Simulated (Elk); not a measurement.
## How BAs absorbs and reflects light

Wanted: where BAs starts to absorb, how strongly, and its refractive index.

Method: DFT, PBE, all-electron APW+lo, Dirac cores, scalar-relativistic bands, independent-particle optical response without local fields, in Elk 11.2.3 (patched build).

### Step 1. Starting point

It takes space group F-43m (No. 216, cubic). Conventional cell: a = 4.777 Å, b = 4.777 Å, c = 4.777 Å, α = 90.00°, β = 90.00°, γ = 90.00°. Nearest to As lie 4 B at 2.07 Å. Nearest to B lie 4 As at 2.07 Å. Farther neighbours, and contacts between anions beyond the nearest, are not listed.

Structure file:

```cif
data_structure
_symmetry_space_group_name_H-M 'F-43m'
_symmetry_Int_Tables_number 216
_cell_length_a 4.7770
_cell_length_b 4.7770
_cell_length_c 4.7770
_cell_angle_alpha 90.000
_cell_angle_beta 90.000
_cell_angle_gamma 90.000
_cell_volume 109.01
loop_
_atom_site_label
_atom_site_type_symbol
_atom_site_symmetry_multiplicity
_atom_site_Wyckoff_symbol
_atom_site_fract_x
_atom_site_fract_y
_atom_site_fract_z
_atom_site_occupancy
As1 As 4 c 0.25000 0.25000 0.25000 1
B1 B 4 a 0.00000 0.00000 0.00000 1
```

### Step 2. Ground state

The self-consistent density comes first; it also tells whether there is a gap, which decides the occupations and the need for a Drude term.

This step: DFT, PBE, all-electron APW+lo, Dirac cores, scalar-relativistic bands, ground state (Elk 11.2.3 (patched build)).

Contents of elk.in:

```
tasks
  0
  120

xctype
  20

nempty
  10

lorbcnd
  .true.

rgkmax
  7.0

swidth
  0.0018375

maxscl
  100

epsengy
  1e-05

sppath
  './'

avec
  0.000000000000 4.513610848669 4.513610848669
  4.513610848669 0.000000000000 4.513610848669
  4.513610848669 4.513610848669 0.000000000000

atoms
  2
  'As.in'
  1
  0.750000000000 0.750000000000 0.750000000000   0.000 0.000 0.000
  'B.in'
  1
  0.000000000000 0.000000000000 0.000000000000   0.000 0.000 0.000

ngridk
  9 9 9

vkloff
  0.0500 0.1500 0.2500
```

Run with:

```console
$ OMP_NUM_THREADS=2 elk
```

Output:

```text
┌─────────────────────────┐
│ Elk code version 11.2.3 │
└─────────────────────────┘

All units are atomic (Hartree, Bohr, etc.)

┌─────────────────────────────────────────────────┐
│ Ground-state run starting from atomic densities │
└─────────────────────────────────────────────────┘

Lattice vectors :
   0.000000000       4.513610849       4.513610849
   4.513610849       0.000000000       4.513610849
   4.513610849       4.513610849       0.000000000

Reciprocal lattice vectors :
 -0.6960264761      0.6960264761      0.6960264761
  0.6960264761     -0.6960264761      0.6960264761
  0.6960264761      0.6960264761     -0.6960264761

Unit cell volume      :    183.9087250
Brillouin zone volume :    1.348768055

Muffin-tin inner radius fraction :   0.1000000000E-01

Nuclei treated as point charges

Species : 1 (As)
 parameters loaded from : As.in
 name : arsenic
 nuclear charge    :   -33.00000000
 electronic charge :    33.00000000
 atomic mass :    136573.7220
 muffin-tin radius :    2.205086662
 number of radial points in muffin-tin :    993
 inner part over the whole radius :   0.9951774363E-02
 number on inner part of muffin-tin    :    701
 approximate nuclear radius :   0.7712558785E-04
 number of mesh points to nuclear radius :    343
 atomic positions (lattice), magnetic fields (Cartesian) :
  1 :   0.00000000  0.00000000  0.00000000    0.00000000  0.00000000  0.00000000

Species : 2 (B)
 parameters loaded from : B.in
 name : boron
 nuclear charge    :   -5.000000000
 electronic charge :    5.000000000
 atomic mass :    19707.24742
 muffin-tin radius :    1.653814996
 number of radial points in muffin-tin :    593
 inner part over the whole radius :   0.9982433238E-02
 number on inner part of muffin-tin    :    404
 approximate nuclear radius :   0.4534157419E-04
 number of mesh points to nuclear radius :    162
 atomic positions (lattice), magnetic fields (Cartesian) :
  1 :   0.25000000  0.25000000  0.25000000    0.00000000  0.00000000  0.00000000

Total number of atoms per unit cell :    2
Total muffin-tin volume :    63.85972064
 ratio of muffin-tin to unit cell volume :   0.3472359488

Spin treatment :
 spin-unpolarised

Number of Bravais lattice symmetries :   48
Number of crystal symmetries         :   24
Crystal has no inversion symmetry
Complex Hermitian eigensolver will be used

k-point grid :      9     9     9
k-point offset :   0.5000000000E-01  0.1500000000      0.2500000000
k-point set is reduced with full crystal symmetry group
Total number of k-points :      729

Muffin-tin radius times maximum |G+k| :    7.000000000
 using average radius
Maximum |G+k| for APW functions       :    3.627975326
Maximum (1/2)|G+k|²                   :    6.581102483
Maximum |G| for potential and density :    12.00000000
Constant for pseudocharge density :    7
 order of it for each species :   14  14
 order of it for pair densities of each species (exact exchange by exxq0 0: 14) :   13   5
Radial integration step length :    1

G-vector grid sizes :     25    25    25
Number of G-vectors :     5329

Maximum angular momentum used for
 APW functions            :    8
 outer part of muffin-tin :    6
 inner part of muffin-tin :    2

Total nuclear charge    :   -38.00000000
Total core charge       :    20.00000000
Total valence charge    :    18.00000000
Total excess charge     :    0.000000000
Total electronic charge :    38.00000000

Effective Wigner radius, rₛ :    1.049325055

Number of empty states         :     20
Total number of valence states :     30
Total number of core states    :     20

Conduction state local-orbitals added automatically
Third-order local-orbitals added for an l without core states : F
Total number of local-orbitals :    117

Exchange-correlation functional :     20     0     0
 Perdew-Burke-Ernzerhof, Phys. Rev. Lett. 77, 3865 (1996)
 gradient requirement :    1
 generalised gradient approximation (GGA)

Smearing type :    3
 Fermi-Dirac
Smearing width :   0.1837500000E-02
Effective electronic temperature (K) :    580.2366081

Mixing type :    3
 Broyden mixing, J. Phys. A: Math. Gen. 17, L317 (1984)

Kohn-Sham potential initialised from atomic data

┌──────────────────────────────┐
│ Self-consistent loop started │
└──────────────────────────────┘

┌─────────────────┐
│ Loop number : 1 │
└─────────────────┘

Energies :
 Fermi                       :     0.186181
 sum of occupied eigenvalues :     -1318.4787464611
 electron kinetic            :      2335.7739263404
 core electron kinetic       :      2152.0024537963
 Coulomb                     :     -4534.1282386083
 Coulomb potential           :     -3538.5217082890
 nuclear-nuclear             :     -297.55420444288
 electron-nuclear            :     -4939.9728102259
 Hartree                     :      703.39877606048
 Madelung                    :     -2764.8673844639
 xc potential                :     -115.73096451256
 exchange                    :     -86.165040
 correlation                 :     -1.798829
 electron entropic           :    -0.641188E-11
 total energy                :     -2286.3181817108

Density of states at Fermi energy :   0.9654228923E-07
 (states/Hartree/unit cell)

Estimated indirect band gap :   0.6794029403E-01
 from k-point 1 to k-point 451
Estimated direct band gap   :   0.1454188254
 at k-point 1

Charges :
 core                        :    20.00000000
 valence                     :    18.00000000
 interstitial                :    3.184367112
 muffin-tins (core leakage)
  species : 1 (As)
   atom 1                    :    30.90575916     (  0.4848802974E-03)
  species : 2 (B)
   atom 1                    :    3.909873732     (  0.1842980454E-03)
 total in muffin-tins        :    34.81563289
 total calculated charge     :    38.00011617
 total charge                :    38.00000000
 error                       :   0.1161698870E-03

┌─────────────────┐
│ Loop number : 2 │
└─────────────────┘

Energies :
 Fermi                       :     0.187602
 sum of occupied eigenvalues :     -1318.4632803451
 electron kinetic            :      2335.4079739976
 core electron kinetic       :      2151.7601854355
 Coulomb                     :     -4534.1554978829
 Coulomb potential           :     -3538.4909167657
 nuclear-nuclear             :     -297.55420444288
 electron-nuclear            :     -4940.0571462108
 Hartree                     :      703.45585277077
 Madelung                    :     -2764.9100395000
 xc potential                :     -115.38033757707
 exchange                    :     -86.165870
 correlation                 :     -1.798929
 electron entropic           :    -0.696705E-11
 total energy                :     -2286.7123226345

Density of states at Fermi energy :   0.1051317217E-06
 (states/Hartree/unit cell)

Estimated indirect band gap :   0.6748233162E-01
 from k-point 1 to k-point 451
Estimated direct band gap   :   0.1448472061
 at k-point 1

Charges :
 core                        :    20.00000000
 valence                     :    18.00000000
 interstitial                :    3.184969081
 muffin-tins (core leakage)
  species : 1 (As)
   atom 1                    :    30.91125474     (  0.4845283523E-03)
  species : 2 (B)
   atom 1                    :    3.903776181     (  0.1844485905E-03)
 total in muffin-tins        :    34.81503092
 total calculated charge     :    38.00011281
 total charge                :    38.00000000
 error                       :   0.1128135913E-03

RMS change in Kohn-Sham potential (target) :    3.879793302     (  0.1000000000E-05)
Absolute change in total energy (target)   :   0.3941409238     (  0.1000000000E-04)

[... 12 loops left out ...]

┌──────────────────┐
│ Loop number : 15 │
└──────────────────┘

Energies :
 Fermi                       :     0.312695
 sum of occupied eigenvalues :     -1314.7152630472
 electron kinetic            :      2336.7054143435
 core electron kinetic       :      2151.7929672959
 Coulomb                     :     -4534.6785575222
 Coulomb potential           :     -3537.0242225390
 nuclear-nuclear             :     -297.55420444288
 electron-nuclear            :     -4942.5205524308
 Hartree                     :      705.39619935150
 Madelung                    :     -2766.1664462527
 xc potential                :     -114.39645485179
 exchange                    :     -86.170702
 correlation                 :     -1.803583
 electron entropic           :    -0.154912E-08
 total energy                :     -2285.9474279101

Density of states at Fermi energy :   0.3254011380E-04
 (states/Hartree/unit cell)

Estimated indirect band gap :   0.4522997953E-01
 from k-point 1 to k-point 451
Estimated direct band gap   :   0.1206137904
 at k-point 1

Charges :
 core                        :    20.00000000
 valence                     :    18.00000000
 interstitial                :    3.227289700
 muffin-tins (core leakage)
  species : 1 (As)
   atom 1                    :    31.14812396     (  0.4734419075E-03)
  species : 2 (B)
   atom 1                    :    3.624586337     (  0.1879645746E-03)
 total in muffin-tins        :    34.77271030
 total calculated charge     :    37.99992343
 total charge                :    38.00000000
 error                       :   0.7657447293E-04

RMS change in Kohn-Sham potential (target) :   0.1441299704E-06 (  0.1000000000E-05)
Absolute change in total energy (target)   :   0.8366235306E-05 (  0.1000000000E-04)

Convergence targets achieved

┌──────────────────┐
│ Loop number : 16 │
└──────────────────┘

Energies :
 Fermi                       :     0.312695
 sum of occupied eigenvalues :     -1314.7152625547
 electron kinetic            :      2336.7054151508
 core electron kinetic       :      2151.7929678459
 Coulomb                     :     -4534.6785579012
 Coulomb potential           :     -3537.0242230679
 nuclear-nuclear             :     -297.55420444288
 electron-nuclear            :     -4942.5205526465
 Hartree                     :      705.39619918819
 Madelung                    :     -2766.1664463672
 xc potential                :     -114.39645463760
 exchange                    :     -86.170702
 correlation                 :     -1.803583
 electron entropic           :    -0.154912E-08
 total energy                :     -2285.9474274764

Density of states at Fermi energy :   0.3254017443E-04
 (states/Hartree/unit cell)

Estimated indirect band gap :   0.4522997249E-01
 from k-point 1 to k-point 451
Estimated direct band gap   :   0.1206137871
 at k-point 1

Charges :
 core                        :    20.00000000
 valence                     :    18.00000000
 interstitial                :    3.227289745
 muffin-tins (core leakage)
  species : 1 (As)
   atom 1                    :    31.14812393     (  0.4734419135E-03)
  species : 2 (B)
   atom 1                    :    3.624586321     (  0.1879645730E-03)
 total in muffin-tins        :    34.77271026
 total calculated charge     :    37.99992343
 total charge                :    38.00000000
 error                       :   0.7657448298E-04

┌──────────────────────────────┐
│ Self-consistent loop stopped │
└──────────────────────────────┘

Warning : core states of species 1 leak from the muffin-tin :   0.4734419135E-03

Warning : core states of species 2 leak from the muffin-tin :   0.1879645730E-03

Wrote STATE.OUT
```

The job ended after 2.6 min (2 threads of Intel Xeon Platinum 8375C at 2.90GHz (Ice Lake), shared host; peak memory 0.2 GiB).

Numbers from this step:

| Item | Value |
| --- | --- |
| total energy | -2286 Ha |
| Fermi energy | 8.509 eV |
| DOS at the Fermi level | 1.20e-6 states/eV/cell |
| gap on the k-mesh | 1.231 eV |
| direct gap on the mesh | 3.282 eV |

There is a gap, 1.23 eV on this mesh (points off the mesh can give less), so no carriers' term is needed.

### Step 3. Independent particles

The spectrum is a sum over vertical transitions between filled and empty bands at the fixed density, so many empty bands are needed.

This step: DFT, PBE, all-electron APW+lo, Dirac cores, scalar-relativistic bands, independent-particle optical response without local fields (Elk 11.2.3 (patched build)).

elk.in, as its differences from that of step 2:

```diff
@@ -1,4 +1,6 @@
 tasks
-  0
-  120
+  121
+
+optcomp
+  1 1
 
@@ -17,9 +19,7 @@
 swidth
-  0.0018375
+  0.0073499
 
-maxscl
-  100
-
-epsengy
-  1e-05
+wplot
+  400 100 0
+  0.0 1.10248
```

Run with:

```console
$ OMP_NUM_THREADS=2 elk
```

Output:

```text
┌─────────────────────────────────┐
│ Elk code version 11.2.3 started │
└─────────────────────────────────┘

Info(readinput): the functional depends on the density's gradient
 muffin-tin radial points multiplied by    2.00000
 (not where nrmtscf is given)

┌────────────────────┐
│ Current task : 121 │
└────────────────────┘
Info(checkmt): changed muffin-tin radius of species 1 (As) from   2.4000 to   2.2051
Info(checkmt): changed muffin-tin radius of species 2 (B) from   1.8000 to   1.6538

Info(findsymcrys): atomic basis shift (lattice) :
  0.2500000000      0.2500000000      0.2500000000
See GEOMETRY.OUT for new atomic positions

Info(dielectric):
 dielectric tensor written to EPSILON_ij.OUT
 optical conductivity written to SIGMA_ij.OUT
 for components
  i = 1, j = 1

┌──────────────────┐
│ Elk code stopped │
└──────────────────┘
```

Run time: 1.3 s. Hardware: 2 threads; peak memory 0.04 GiB.

Read-outs:

```
electronic dielectric constant ε∞, mean of the axes       : 10.11
centre of weight of the strongest loss peak in the window : 21.62 eV
```

The Im ε, E ∥ x has structure finer than the step of the table below, so its rows give means over 1 eV. Peaks (eV: height): 5.5: 31.9.

Sum at mesh points, not converged in k; values under the direct gap are tails of Lorentzian lines. Table of Im ε, E ∥ x by photon energy; means over each step:

```csv
photon energy (eV),"Im ε, E ∥ x"
1,0.140
2,0.391
3,1.73
4,9.48
5,19.1
6,19.0
7,12.4
8,7.18
9,3.22
10,2.41
11,2.01
12,1.46
13,1.16
14,0.977
15,0.726
16,0.618
17,0.520
18,0.428
19,0.401
20,0.313
21,0.205
22,0.164
23,0.132
24,0.0975
25,0.109
26,0.0980
27,0.0856
28,0.0907
29,0.0729
```

The reflectivity at normal incidence, E ∥ x has structure finer than the step of the table below, so its rows give means over 1 eV. Peaks (eV: height): 5.8: 63.0, 8.8: 67.5.

Sum at mesh points, not converged in k. Table of reflectivity at normal incidence, E ∥ x by photon energy; means over each step:

```csv
photon energy (eV),"reflectivity at normal incidence, E ∥ x (%)"
1,27.9
2,30.0
3,35.0
4,41.9
5,47.9
6,56.5
7,56.6
8,63.6
9,65.1
10,57.7
11,54.2
12,55.9
13,51.6
14,50.8
15,50.0
16,47.5
17,43.8
18,41.5
19,35.1
20,38.3
21,35.2
22,24.1
23,16.6
24,10.4
25,6.97
26,5.52
27,4.06
28,3.39
29,2.76
```

Sum at mesh points, not converged in k; values under the direct gap are tails of Lorentzian lines. Table of loss function −Im 1/ε at q → 0, E ∥ x by energy loss; read off at these points:

```csv
energy loss (eV),"loss function −Im 1/ε at q → 0, E ∥ x"
0.0,0
1.0,0.00126
2.0,0.00276
3.0,0.00585
4.0,0.0230
5.0,0.0354
6.0,0.0591
7.0,0.0660
8.0,0.0659
9.0,0.0977
10.0,0.171
11.0,0.220
12.0,0.233
13.0,0.350
14.0,0.412
15.0,0.548
16.0,0.712
17.0,1.03
18.0,1.37
19.0,2.01
20.0,2.39
21.0,4.81
21.5,5.55
22.0,4.93
23.0,3.02
24.0,1.22
25.0,0.893
26.0,0.631
27.0,0.405
28.0,0.383
29.0,0.263
```

At chosen wavelengths:

```csv
wavelength (nm),n,k,R (%),1/α
633,3.40,0.053,29.7,956 nm
532,3.51,0.074,31.0,572 nm
450,3.71,0.118,33.1,304 nm
405,3.91,0.191,35.3,169 nm
308,4.37,1.094,41.8,22 nm
248,4.22,1.990,45.9,9.9 nm
193,2.53,2.817,50.4,5.5 nm
```

Below the direct gap, k and the depth come from the tails of the Lorentzian lines, not from transitions.

Rows near the edge hang on the gap, which this functional as a rule makes too small, and phonon-assisted absorption over an indirect gap is left out.

### Step 4. What came out

```yaml
electronic_dielectric_constant_eps_infinity_mean_of_the_axes_independent_particles: 10.1
centre_of_weight_of_the_strongest_loss_peak_in_the_window_first_axis: 21.6 eV
```

At this level (PBE, independent particles) BAs has ε∞ = 10.1 and n = 3.21 at 1550 nm. On the mesh the gap is 1.23 eV and the least direct gap 3.28 eV, so on this mesh the band edges lie at different points. Excitons and phonon-assisted transitions are missing, and so are local fields; PBE gaps are as a rule too small, which pulls the onset down and ε∞ up. The sum runs over mesh points 0.25 Å⁻¹ apart with no interpolation, so peaks are partly noise of the mesh and static values carry its error. The mesh is shifted off Γ, so gaps read from it can miss the band edges.

[Long decimals in the printed logs are rounded to 6 places.]

[Machine, clock and banner lines and Python warnings are left out of the logs.]

[Logs are printed without paths, hosts, clocks, repeated set-up lines and the standing remarks that a program may print on its own settings, such as how far it seeks lower states.]

[Hosts, paths, dates, database ids (printed as entryN), source tags and the programs' standing remarks are cut or masked in the printed files.]

[Where Elk ran, warnings of its patched build on accuracy (core leakage, angular cutoffs, spin-orbit splittings, empty states, lower magnetic states) are left out.]

[Where the starting crystal was built by hand or by swapping elements, it need not be the compound's stable phase.]

[The count of steps not shown may lack steps that the program refused or didn't finish.]
